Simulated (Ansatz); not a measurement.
# How fast states decay through CdH2SO, part 2 of 2

Aim: relax a made-up compound, CdH2SO, and see how good a tunnel barrier it would be. It is built by putting S for part of the O in the CdH2O2 structure of space group P-3m1, with the volume rescaled by atomic radii. The parent structure comes from the Materials Project.

Ansatz 0.2.0; PBE DFT, plane waves, PAW files (the session's first sound run).

So far, decay constant at the filling level, zone centre (Å⁻¹): step 4 (complex bands, plane (110), k-mesh 4×12×12) 0.145; step 6 (plane (001), k-mesh 8×8×4) 0.223.

The structure was built from a prototype and need not be the compound's stable phase.

## 7. Band edges at another level

This step: LDA DFT, plane waves, PAW files (Ansatz 0.2.0).

The edges again with LDA, at the same atoms.

File input.yaml:

```yaml
crystal:
  lattice:
    - [3.9172623404, 0.0, 0.0]
    - [-1.9586311702, 3.3924487001, 0.0]
    - [0.0, 0.0, 5.4369864438]
  atoms:
    - { symbol: Cd, position: [0.0, 0.0, 0.0404937034] }
    - { symbol: H, position: [0.6666666667, 0.3333333333, 0.5428266498] }
    - { symbol: H, position: [0.3333333333, 0.6666666667, 0.4021888467] }
    - { symbol: S, position: [0.6666666667, 0.3333333333, 0.7917489948] }
    - { symbol: O, position: [0.3333333333, 0.6666666667, 0.2227418052] }
kpoints:
  mp_grid: { grid: [8, 8, 6] }
  band_path: { path: [VBM, CBM], npoints: 30 }
scf:
  occupations: { method: fixed }
hamiltonian:
  xc: lda
output:
  eigenvalues: true
```

Started as:

```bash
$ ansatz run input.yaml --threads 2 --pin off --max-ram 4096MiB --backend cpu --events-out ev --progress --plain --runs-dir out
```

The job ended after 9.5 s (2 threads of Arm Neoverse V2, shared host; peak memory 0.37 GiB).

This step gave:

```yaml
free_energy: -9574.1336 eV
fermi_energy: 4.504 eV
gap_on_the_k_mesh: 0.7723 eV
gap_on_path: 0.7723 eV, by band count; negative where bands overlap
direct_gap_on_path: 0.8383 eV
```

The electronic bands at the labelled points (eV, zero at the Fermi level (highest filled level under fixed occupations); v1 is the highest filled band, c1 the lowest empty one):

| point | v4 | v3 | v2 | v1 | c1 | c2 | c3 | c4 |
| --- | --- | --- | --- | --- | --- | --- | --- | --- |
| VBM | -1.66 | -1.66 | 0.00 | 0.00 | 2.70 | 4.02 | 5.47 | 7.93 |
| halfway | -1.64 | -1.64 | -0.03 | -0.03 | 1.54 | 4.24 | 6.43 | 8.04 |
| CBM | -1.63 | -1.63 | -0.07 | -0.07 | 0.77 | 4.10 | 7.58 | 8.16 |

The searched edges give 0.772 eV, as on the mesh.

## 8. Complex bands at another level

This step: LDA DFT, plane waves, PAW files; complex bands by layer matching along the plane's normal (Ansatz 0.2.0).

The complex bands at that level, over its own gap, at (0, 0) and (-0.5, 0).

File input.yaml:

```yaml
crystal:
  lattice:
    - [5.436986444, 0.0, 0.0]
    - [0.0, 6.7848974, 0.0]
    - [0.0, 3.3924487, 1.95863117]
  atoms:
    - { symbol: Cd, position: [0.0404937034, 0.0, 0.0] }
    - { symbol: H, position: [0.5428266498, 0.6666666667, 0.0] }
    - { symbol: H, position: [0.4021888467, 0.3333333333, 0.0] }
    - { symbol: S, position: [0.7917489948, 0.6666666667, 0.0] }
    - { symbol: O, position: [0.2227418052, 0.3333333333, 0.0] }
kpoints:
  mp_grid: { grid: [4, 12, 12] }
scf:
  occupations: { method: fixed }
hamiltonian:
  xc: lda
output:
  eigenvalues: true
  transmission:
    leads: [[0, 0]]
    kpoints: [[0.0, 0.0], [-0.5, 0.0]]
    e_range: [-1.0, 1.77]
    de: 0.05
```

Run time: 67 s. Hardware: 2 threads; peak memory 0.9 GiB.

A gap read on the k-mesh alone can miss the band edges.

This step gave:

* free energy: -9574.1337 eV
* gap on the k-mesh: 0.7729 eV
* level to which the leads are filled: 0.3864 eV from the Fermi level
* decay constant at the filling level, zone centre: 0.1144 Å⁻¹
* decay constant at the filling level, slowest listed point: 0.1144 Å⁻¹

K parallel (0, 0); values up to 1.5 1/Å, a degenerate pair printed once or twice; energies at which all values exceed this have no row. The Im kz of the slowest decaying states by energy, zero at the highest filled level on the SCF mesh:

| energy (eV) | decay 1 (Å⁻¹) | decay 2 (Å⁻¹) | decay 3 (Å⁻¹) | decay 4 (Å⁻¹) |
| --- | --- | --- | --- | --- |
| -1.00 | 0.210 | 0.543 | 0.623 | 1.10 |
| -0.90 | 0.219 | 0.544 | 0.637 | 1.09 |
| -0.80 | 0.226 | 0.545 | 0.649 | 1.09 |
| -0.65 | 0.234 | 0.546 | 0.666 | 1.08 |
| -0.55 | 0.236 | 0.546 | 0.676 | 1.08 |
| -0.45 | 0.237 | 0.547 | 0.685 | 1.07 |
| -0.35 | 0.235 | 0.547 | 0.694 | 1.07 |
| -0.25 | 0.230 | 0.547 | 0.702 | 1.06 |
| -0.10 | 0.0783 | 0.198 | 0.547 | 0.712 |
| 0.00 | 0.0629 | 0.120 | 0.205 | 0.547 |
| 0.10 | 0.0931 | 0.149 | 0.272 | 0.546 |
| 0.20 | 0.109 | 0.171 | 0.322 | 0.546 |
| 0.30 | 0.115 | 0.190 | 0.326 | 0.410 |
| 0.45 | 0.112 | 0.213 | 0.296 | 0.543 |
| 0.55 | 0.1000 | 0.225 | 0.293 | 0.541 |
| 0.65 | 0.0789 | 0.236 | 0.292 | 0.540 |
| 0.75 | 0.0357 | 0.245 | 0.293 | 0.538 |
| 0.85 | 0.254 | 0.295 | 0.536 | 0.756 |
| 1.00 | 0.264 | 0.298 | 0.532 | 0.760 |
| 1.10 | 0.270 | 0.300 | 0.529 | 0.762 |
| 1.20 | 0.276 | 0.301 | 0.526 | 0.764 |
| 1.30 | 0.280 | 0.303 | 0.523 | 0.766 |
| 1.40 | 0.284 | 0.304 | 0.519 | 0.755 |
| 1.55 | 0.288 | 0.304 | 0.514 | 0.730 |
| 1.65 | 0.290 | 0.304 | 0.509 | 0.720 |
| 1.75 | 0.291 | 0.304 | 0.505 | 0.711 |

K parallel (0, 0). Re kz of states that move upwards against energy, zero at the highest filled level on the SCF mesh:

| energy (eV) | channel 1 (Å⁻¹) | channel 2 (Å⁻¹) | channel 3 (Å⁻¹) |
| --- | --- | --- | --- |
| -1.00 | -0.756 | -0.392 | 1.29 |
| -0.85 | -0.693 | -0.330 | 1.32 |
| -0.75 | -0.649 | -0.292 | 1.35 |
| -0.60 | -0.579 | -0.241 | 1.39 |
| -0.50 | -0.528 | -0.207 | 1.42 |
| -0.35 | -0.439 | -0.157 | 1.47 |
| -0.20 | -0.321 | -0.100 | 1.55 |
| -0.10 | -0.186 | -0.0477 | - |
| 0.00 | - | - | - |
| 0.05 | - | - | - |
| 0.20 | - | - | - |
| 0.30 | - | - | - |
| 0.45 | - | - | - |
| 0.55 | - | - | - |
| 0.70 | - | - | - |
| 0.85 | 0.0687 | - | - |
| 0.95 | 0.108 | - | - |
| 1.10 | 0.154 | - | - |
| 1.25 | 0.193 | - | - |
| 1.35 | 0.218 | - | - |
| 1.50 | 0.253 | - | - |
| 1.60 | 0.275 | - | - |
| 1.75 | 0.308 | - | - |

K parallel (-0.5, 0); values up to 1.5 1/Å, a degenerate pair printed once or twice; energies at which all values exceed this have no row. The Im kz of the slowest decaying states by energy, zero at the highest filled level on the SCF mesh:

| energy (eV) | decay 1 (Å⁻¹) | decay 2 (Å⁻¹) | decay 3 (Å⁻¹) | decay 4 (Å⁻¹) |
| --- | --- | --- | --- | --- |
| -1.000 | 0.333 | 0.541 | 0.797 | 0.956 |
| -0.800 | 0.365 | 0.596 | 0.822 | 0.866 |
| -0.600 | 0.390 | 0.640 | 0.788 | 0.840 |
| -0.400 | 0.0328 | 0.407 | 0.672 | 0.729 |
| -0.200 | 0.159 | 0.417 | 0.685 | 0.695 |
| 0.000 | 0.00511 | 0.00919 | 0.212 | 0.419 |
| 0.200 | 0.126 | 0.247 | 0.376 | 0.626 |
| 0.400 | 0.171 | 0.272 | 0.447 | 0.604 |
| 0.600 | 0.201 | 0.291 | 0.509 | 0.585 |
| 0.800 | 0.224 | 0.305 | 0.478 | 0.566 |
| 1.000 | 0.240 | 0.316 | 0.462 | 0.549 |
| 1.200 | 0.253 | 0.323 | 0.448 | 0.531 |
| 1.400 | 0.262 | 0.327 | 0.434 | 0.512 |
| 1.600 | 0.267 | 0.328 | 0.415 | 0.493 |

At the listed wavevectors the last open channel is at -0.05 eV and the next at +0.80 eV on the grid. At +0.40 eV, the grid energy nearest the filling level (the middle of the gap on the SCF mesh), the slowest state at the listed wavevectors decays with κ = 0.114 Å⁻¹, its amplitude falling by e over 8.7 Å; the first such run, plane (110), gave 0.145 Å⁻¹.

## 9. Results

```json
{"band gap": "1.08 eV", "least decay constant at mid-gap, normal to (110)": "0.145 Å⁻¹", "least decay constant at mid-gap, normal to (001)": "0.223 Å⁻¹", "least decay constant on a mesh, normal to (110)": "0.146 Å⁻¹", "least decay constant, LDA": "0.114 Å⁻¹"}
```

In words: With PBE, the slowest decay at the wavevectors tried is κ = 0.145 Å⁻¹, normal to (110). Through such a film the transmission near mid-gap falls as exp(−2κd), a factor of ten every 7.9 Å. The decay depends on direction: 1.5 times faster normal to (001). A free electron under a barrier of half the gap would need a mass of 0.15 mₑ to decay at this rate. With LDA the gap goes from 1.08 to 0.772 eV and the decay constant, over the first 2 listed wavevectors, from 0.145 to 0.114 Å⁻¹. The compound is made up by substitution; its stability against other phases and against distortions of the cell's symmetry was not tested. A semilocal functional narrows gaps, so real decay constants are likely larger.

[Logs are printed without paths, hosts, clocks, repeated set-up lines and the standing remarks that a program may print on its own settings, such as how far it seeks lower states.]

[Hosts, paths, dates, database ids (printed as entryN), source tags and the programs' standing remarks are cut or masked in the printed files.]
